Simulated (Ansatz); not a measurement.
# Lattice dynamics of BP (F-43m)

Wanted: phonon frequencies of BP (F-43m) and what follows from them.

Calculated with Ansatz 0.2.0; DFT LDA, scalar-relativistic, plane waves, PAW; PAW set soft_1.

The experiments to compare with:

For BP, zinc blende (metal-flux-grown single crystal, 100 K), “Thermal expansion coefficients of high thermal conducting BAs and BP materials” (2019, arxiv:1906.04101) gives, by single-crystal XRD (Mo K-alpha): lattice constant a (cubic a at 100 K) 4.5383 ± 0.0008 Å.

For BP, zinc blende (synthetic BP; powder or crystal not specified, 300 K), “Boron phosphide under pressure: in situ study by Raman scattering and X-ray diffraction” (2015, arxiv:1505.05714) gives, by Raman scattering, 514.5 nm, backscattering: Raman mode (TO at Gamma (T2), ambient spectrum) 794 cm⁻¹ [very weak band; the pressure fit in the same paper quotes about 797 cm-1].

This is a report of a sequence of runs, with most program output left out.

### 1. The starting structure

The structure is cubic, space group F-43m (No. 216). The conventional cell has a = 4.538 Å, b = 4.538 Å, c = 4.538 Å, α = 90.00°, β = 90.00°, γ = 90.00°. B has 4 P at 1.97 Å nearest. Nearest to P lie 4 B at 1.97 Å. Farther neighbours are not listed.

As a file:

```cif
data_structure
_symmetry_space_group_name_H-M 'F-43m'
_symmetry_Int_Tables_number 216
_cell_length_a 4.5380
_cell_length_b 4.5380
_cell_length_c 4.5380
_cell_angle_alpha 90.000
_cell_angle_beta 90.000
_cell_angle_gamma 90.000
_cell_volume 93.45
loop_
_atom_site_label
_atom_site_type_symbol
_atom_site_symmetry_multiplicity
_atom_site_Wyckoff_symbol
_atom_site_fract_x
_atom_site_fract_y
_atom_site_fract_z
_atom_site_occupancy
B1 B 4 a 0.00000 0.00000 0.00000 1
P1 P 4 d 0.25000 0.25000 0.75000 1
```

### 2. Relaxation

Harmonic phonons are second derivatives at a point where the forces vanish, and they are wanted at zero stress, so atoms and cell are relaxed first.

Input file input.yaml:

```yaml
crystal:
  lattice:
    - [0.0, 2.269, 2.269]
    - [2.269, 0.0, 2.269]
    - [2.269, 2.269, 0.0]
  atoms:
    - { symbol: B, position: [0.0, 0.0, 0.0] }
    - { symbol: P, position: [0.25, 0.25, 0.25] }
kpoints:
  mp_grid: { grid: [10, 10, 10] }
hamiltonian:
  xc: lda
  pseudopotentials: { kind: paw, azcp: { folder: soft_1 }, xc_functional: pbe }
scf:
  occupations: { method: gaussian, width: 0.02 }
output:
  forces: true
  stress: true
  eigenvalues: true
  write_density: true
  write_potential: true
  elf: true
  volumetric_format: npy
relax:
  adjacent_minimum: "off"
  f_tol: 0.005
  max_steps: 80
  cell: { stress_tol: 0.05 }
```

Run with:

```sh
$ ansatz run input.yaml --threads 4 --pin off --max-ram 10240MiB --backend cpu --events-out ev --progress --plain --runs-dir out
```

It took 1.8 s on 4 threads of Intel Xeon Platinum 8488C (Sapphire Rapids), shared host; peak memory 0.43 GiB; 5.9 s of CPU time.

Step by step:

| step | energy less that of the first step (eV) | largest force component (eV/Å) | pressure (GPa) | volume (Å³) |
| --- | --- | --- | --- | --- |
| 1 | 0.0000 | 0.0000 | -5.21 | 23.36 |
| 2 | -0.0099 | 0.0000 | -2.38 | 22.96 |
| 3 | -0.0125 | 0.0000 | 0.11 | 22.63 |
| 4 | -0.0125 | 0.0000 | 0.00 | 22.64 |
| 5* | -0.0121 | 0.0000 | -0.03 | 22.64 |

Relaxation steps marked * repeat the geometry before them on a plane-wave basis chosen anew for their cell, so energy and pressure can jump there.

Forces are held to the 24 operations that the run works with; a distortion that breaks them can't arise in this run.

| conventional cell, symmetrised | before | after | change |
| --- | --- | --- | --- |
| a (Å) | 4.538 | 4.491 | -1.0 % |
| b (Å) | 4.538 | 4.491 | -1.0 % |
| c (Å) | 4.538 | 4.491 | -1.0 % |
| volume (Å³/atom) | 11.68 | 11.32 | -3.1 % |

Final coordinates:

```xyz
2
Lattice="0.0000 2.2454 2.2454 2.2454 0.0000 2.2454 2.2454 2.2454 0.0000" Properties=species:S:1:pos:R:3 pbc="T T T"
B     0.0000    0.0000    0.0000
P     1.1227    1.1227    1.1227
```

Numbers from this step:

| Property | Result |
| --- | --- |
| pressure | -0.02550 GPa |
| gap on the k-mesh | 1.150 eV |
| volume per atom | 11.32 Å³ |
| direct gap on mesh | 3.425 eV |

Valence density in the ac plane of a cell with a along [110], b along [-110] and c along [001] of the cube at fractional y = 0.000, with atoms of B and P within 0.2 Å of it. It is the smooth field of the valence electrons, not physical close to the nuclei.

Ten even steps from '0' (0.05 e/Å³) to '9' (0.92 e/Å³), each cell a mean:
```
688766788688766788
689967987689967987
358613864358613864
125523531125523531
013566420013566420
001343200001343200
000111000000111000
000000000000000000
110000011110000011
431000024431000024
752100146752100146
575322466575322466
```
Columns run along a (6.4 Å), rows up along c (4.5 Å), edges of the conventional cell, whose origin can differ from the input's. Atoms in or near the plane, at fractional coordinates: B at (0.50, 0.00), B at (0.00, 0.00), P at (0.75, 0.75), P at (0.25, 0.75).

ELF in the ac plane of a cell with a along [110], b along [-110] and c along [001] of the cube at fractional y = 0.000, with atoms of B and P within 0.2 Å of it. It is the smooth field of the valence electrons, not physical close to the nuclei.

Values, 7 rows by 16 columns, each cell a mean:
```
0.34 0.77 0.90 0.73 0.62 0.87 0.87 0.51 0.34 0.77 0.90 0.73 0.62 0.87 0.87 0.51
0.54 0.76 0.73 0.19 0.06 0.54 0.81 0.63 0.54 0.76 0.73 0.19 0.06 0.54 0.81 0.63
0.14 0.33 0.50 0.45 0.43 0.50 0.43 0.20 0.14 0.33 0.50 0.45 0.43 0.50 0.43 0.20
0.04 0.08 0.23 0.41 0.45 0.31 0.13 0.05 0.04 0.08 0.23 0.41 0.45 0.31 0.13 0.05
0.18 0.12 0.06 0.05 0.05 0.05 0.09 0.16 0.18 0.12 0.06 0.05 0.05 0.05 0.09 0.16
0.54 0.41 0.19 0.05 0.04 0.12 0.32 0.50 0.54 0.41 0.19 0.05 0.04 0.12 0.32 0.50
0.16 0.40 0.53 0.39 0.34 0.48 0.50 0.23 0.16 0.40 0.53 0.39 0.34 0.48 0.50 0.23
```
Columns run along a (6.4 Å), rows up along c (4.5 Å), edges of the conventional cell, whose origin can differ from the input's. Atoms in or near the plane, at fractional coordinates: B at (0.50, 0.00), B at (0.00, 0.00), P at (0.75, 0.75), P at (0.25, 0.75).

Electrostatic potential energy in the ac plane of a cell with a along [110], b along [-110] and c along [001] of the cube at fractional y = 0.000, with atoms of B and P within 0.2 Å of it. With pseudopotentials it is smooth inside the atoms' cores, unlike the true potential.

Values in eV, 7 rows by 16 columns, each cell a mean:
```
-24  -9  -2 -14 -18  -6  -2 -20 -24  -9  -2 -14 -18  -6  -2 -20
  8   4 -21 -40 -40 -33  -3   7   8   4 -21 -40 -40 -33  -3   7
 11   8  -6 -25 -29 -15   4  10  11   8  -6 -25 -29 -15   4  10
 12  11  10   8   8   9  11  12  12  11  10   8   8   9  11  12
 11  12  12  12  12  12  12  11  11  12  12  12  12  12  12  11
  4   8  11  12  13  12  10   5   4   8  11  12  13  12  10   5
-30 -14   6  10  10   9  -3 -27 -30 -14   6  10  10   9  -3 -27
```
Columns run along a (6.4 Å; values clipped at the 3rd and 97th percentile), rows up along c (4.5 Å), edges of the conventional cell, whose origin can differ from the input's. Atoms in or near the plane, at fractional coordinates: B at (0.50, 0.00), B at (0.00, 0.00), P at (0.75, 0.75), P at (0.25, 0.75).

In this step the volume went from 11.68 to 11.32 Å³/atom.

### 3. Tight relaxation

Phonons need a cell at rest on their own settings, so the relaxation is repeated with tight tolerances on forces and stress on the k mesh and occupations of the first response run.

input.yaml, the sections that differ from step 2:

```yaml
crystal:
  lattice:
    - [0.0, 2.2454114644, 2.2454114644]
    - [2.2454114644, 0.0, 2.2454114644]
    - [2.2454114644, 2.2454114644, 0.0]
  atoms:
    - { symbol: B, position: [0.0, 0.0, 0.0] }
    - { symbol: P, position: [0.25, 0.25, 0.25] }
kpoints:
  mp_grid: { grid: [12, 12, 12] }
scf:
  occupations: { method: fixed }
relax:
  adjacent_minimum: "off"
  f_tol: 0.001
  max_steps: 60
  cell: { stress_tol: 0.01 }
# hamiltonian, output: as in step 2
```

Run time: 1.6 s. Hardware: 4 threads; peak memory 0.43 GiB; 5.7 s of CPU time.

Little changed from the start: no atom moved by 0.005 Å and no cell edge by 0.1 %.

Numbers from this step:

| Property | Result |
| --- | --- |
| pressure | 6.55e-5 GPa |
| gap on the k-mesh | 1.144 eV |
| direct gap on mesh | 3.426 eV |

Valence density in the ac plane of a cell with a along [110], b along [-110] and c along [001] of the cube at fractional y = 0.000, with atoms of B and P within 0.2 Å of it. It is the smooth field of the valence electrons, not physical close to the nuclei.

Ten even steps from '0' (0.05 e/Å³) to '9' (0.92 e/Å³), each cell a mean:
```
688766788688766788
689967987689967987
358613864358613864
125523531125523531
013566420013566420
001343200001343200
000111000000111000
000000000000000000
110000011110000011
431000024431000024
752100146752100146
575322466575322466
```
Columns run along a (6.4 Å), rows up along c (4.5 Å), edges of the conventional cell, whose origin can differ from the input's. Atoms in or near the plane, at fractional coordinates: B at (0.50, 0.00), B at (0.00, 0.00), P at (0.75, 0.75), P at (0.25, 0.75).

ELF in the ac plane of a cell with a along [110], b along [-110] and c along [001] of the cube at fractional y = 0.000, with atoms of B and P within 0.2 Å of it. It is the smooth field of the valence electrons, not physical close to the nuclei.

Values, 7 rows by 16 columns, each cell a mean:
```
0.34 0.77 0.90 0.73 0.62 0.87 0.87 0.51 0.34 0.77 0.90 0.73 0.62 0.87 0.87 0.51
0.54 0.76 0.73 0.19 0.06 0.54 0.81 0.63 0.54 0.76 0.73 0.19 0.06 0.54 0.81 0.63
0.14 0.33 0.50 0.45 0.43 0.50 0.43 0.20 0.14 0.33 0.50 0.45 0.43 0.50 0.43 0.20
0.04 0.08 0.23 0.41 0.45 0.31 0.13 0.05 0.04 0.08 0.23 0.41 0.45 0.31 0.13 0.05
0.18 0.12 0.06 0.05 0.05 0.05 0.09 0.16 0.18 0.12 0.06 0.05 0.05 0.05 0.09 0.16
0.54 0.41 0.19 0.05 0.04 0.12 0.32 0.50 0.54 0.41 0.19 0.05 0.04 0.12 0.32 0.50
0.16 0.40 0.53 0.39 0.34 0.48 0.50 0.23 0.16 0.40 0.53 0.39 0.34 0.48 0.50 0.23
```
Columns run along a (6.4 Å), rows up along c (4.5 Å), edges of the conventional cell, whose origin can differ from the input's. Atoms in or near the plane, at fractional coordinates: B at (0.50, 0.00), B at (0.00, 0.00), P at (0.75, 0.75), P at (0.25, 0.75).

Electrostatic potential energy in the ac plane of a cell with a along [110], b along [-110] and c along [001] of the cube at fractional y = 0.000, with atoms of B and P within 0.2 Å of it. With pseudopotentials it is smooth inside the atoms' cores, unlike the true potential.

Ten even steps from '0' (-40 eV) to '9' (13 eV), each cell a mean:
```
137766762137766762
576201576576201576
985000279985000279
985000389985000389
998423689998423689
999888999999888999
999999999999999999
999999999999999999
999999999999999999
889999998889999998
368999974368999974
137999851137999851
```
Columns run along a (6.4 Å; values clipped at the 3rd and 97th percentile), rows up along c (4.5 Å), edges of the conventional cell, whose origin can differ from the input's. Atoms in or near the plane, at fractional coordinates: B at (0.50, 0.00), B at (0.00, 0.00), P at (0.75, 0.75), P at (0.25, 0.75).

The forces vanish by symmetry and the pressure is 0.000 GPa, within the tolerances set. The cell now holds 11.32 Å³/atom.

### 4. Linear response at the zone centre

The zone centre comes first: it holds the modes that light can see, as far as symmetry allows. The response to a homogeneous field gives the Born charges and the dielectric tensor.

input.yaml, the sections that differ from step 3:

```yaml
crystal:
  lattice:
    - [0.0, 2.2452912154, 2.2452912154]
    - [2.2452912154, 0.0, 2.2452912154]
    - [2.2452912154, 2.2452912154, 0.0]
  atoms:
    - { symbol: B, position: [0.0, 0.0, 0.0] }
    - { symbol: P, position: [0.25, 0.25, 0.25] }
output:
  eigenvalues: true
phonons:
  method: dfpt
  dielectric: true
  rigid_motions: translations
# kpoints, hamiltonian, scf: as in step 3
# relax: removed
```

Elapsed: 7 s, on 4 threads; peak memory 0.65 GiB.

Numbers from this step:

```yaml
sum_rule_residual_before_enforcement: 2.54e-4 eV/Å²
miss_of_the_charge_sum_rule: 1.01e-4 e
estimated_error_of_the_dielectric_tensor: 0.02523
estimated_error_of_the_born_charges: 0.005511 e
point_group: -43m
highest_optical_mode_at_the_zone_centre_no_lo_to_term: 820.9 cm⁻¹
lowest_optical_zone_centre_mode: 820.9 cm⁻¹
mean_high_frequency_dielectric_constant: 9.184
largest_born_charge_third_of_the_trace: -0.6403 e
mean_static_dielectric_constant: 9.349
top_of_the_zone_centre_spectrum_with_the_field: 828.2 cm⁻¹
```

Without the LO-TO term. Patterns of degenerate modes are one choice out of their space. The modes at Γ (shares of kinetic energy by element, %):

| mode | frequency (cm⁻¹) | symmetry | B % | P % |
| --- | --- | --- | --- | --- |
| 1 | 0.0 | acoustic | 26 | 74 |
| 2 | 0.0 | acoustic | 26 | 74 |
| 3 | 0.0 | acoustic | 26 | 74 |
| 4 | 820.9 | T2 | 74 | 26 |
| 5 | 820.9 | T2 | 74 | 26 |
| 6 | 820.9 | T2 | 74 | 26 |

Displacements in mode 6 (820.9 cm⁻¹), the largest set to 1:
```
B1   0.00  1.00 -0.05
P2   0.00 -0.35  0.02
```

Optical modes at the zone centre, without and with the macroscopic field of the longitudinal modes; each column is sorted by frequency, so a row need not hold one and the same mode. Modes with and without the field, by row:

| rank among optical modes | no field (cm⁻¹) | q along (1, 0, 0) (cm⁻¹) |
| --- | --- | --- |
| 1 | 820.9 | 820.9 |
| 2 | 820.9 | 820.9 |
| 3 | 820.9 | 828.2 |

Born charge (rows field, columns displacement) (e), principal values of the symmetric part by kind of site:

| atom | atoms with these values | low | middle | high | mean |
| --- | --- | --- | --- | --- | --- |
| B1 | 1 | -0.6403 | -0.6403 | -0.6403 | -0.6403 |
| P2 | 1 | 0.6403 | 0.6403 | 0.6403 | 0.6403 |

In full for P2:

```
0.6403 0.0000 0.0000
0.0000 0.6403 0.0000
0.0000 0.0000 0.6403
```

High-frequency dielectric tensor:

```
9.18 0.00 0.00
0.00 9.18 0.00
0.00 0.00 9.18
```

Static dielectric tensor (ions relaxed, fixed cell):

```
9.35 0.00 0.00
0.00 9.35 0.00
0.00 0.00 9.35
```

Transverse modes. Infrared lines, with heights relative to the strongest:

| position (cm⁻¹) | label | relative intensity |
| --- | --- | --- |
| 821 | T2 | 100 |

Before it was imposed, the acoustic sum rule was missed by 2.5e-4 eV/Å² and the charge sum rule by 1.0e-4 e. Small misses are needed for a sound result but don't prove that mesh and cutoff are converged. The lowest optical mode is real, 821 cm⁻¹.

(Part 1 of 2 ends here.)

[Logs are printed without paths, hosts, clocks, repeated set-up lines and the standing remarks that a program may print on its own settings, such as how far it seeks lower states.]

[Hosts, paths, dates, database ids (printed as entryN), source tags and the programs' standing remarks are cut or masked in the printed files.]
